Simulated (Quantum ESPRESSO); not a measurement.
# Energy and gap at +3 % biaxial strain: 2H-MoOSe, 1 layer

How the rows were computed: Quantum ESPRESSO 7.5 driven by ASE, PBE, GBRV ultrasoft, ESM (bc1); atomic heights clamped; cell area 8.151 Å² at zero strain.

```
strain (%)  energy (meV a cell)  gap on the mesh (eV)
        −3               118.54                 1.132
      −1.5                27.90                 0.953
         0                 0.00                 0.791
      +1.5                27.62                 0.644
```

One more run was made and is withheld. What are energy and gap at +3 %, and how stiff is the sheet?

By hand: About zero, E'' = (27.90 + 27.62 − 2 × 0.00)/1.5² = 24.68 meV per %² and E' = (27.62 − 27.90)/3 = −0.09 meV per %. With E = A K ε², where K = (C11 + C22)/2 + C12 (C11 + C12 for a hexagonal sheet), K = 24.68 × 10/(2 × 8.151) × 16.02 = 242 N/m. The parabola gives E(+3 %) = 0.00 + 3 × (−0.09) + 4.5 × 24.68 = 110.8 meV. Continuing the last slope, the gap is 2 × 0.644 − 0.791 = 0.497 eV.

**The withheld run.** E = 104.1 meV and the gap 0.512 eV. The parabola misses by +6.7 meV, too high, since bonds soften under tension. The gap's line misses by −0.015 eV.

Caveats: Clamped heights stiffen sheets with several planes. Semilocal gap, no spin-orbit coupling.

[Logs are printed without paths, hosts, clocks, repeated set-up lines and the standing remarks that a program may print on its own settings, such as how far it seeks lower states.]
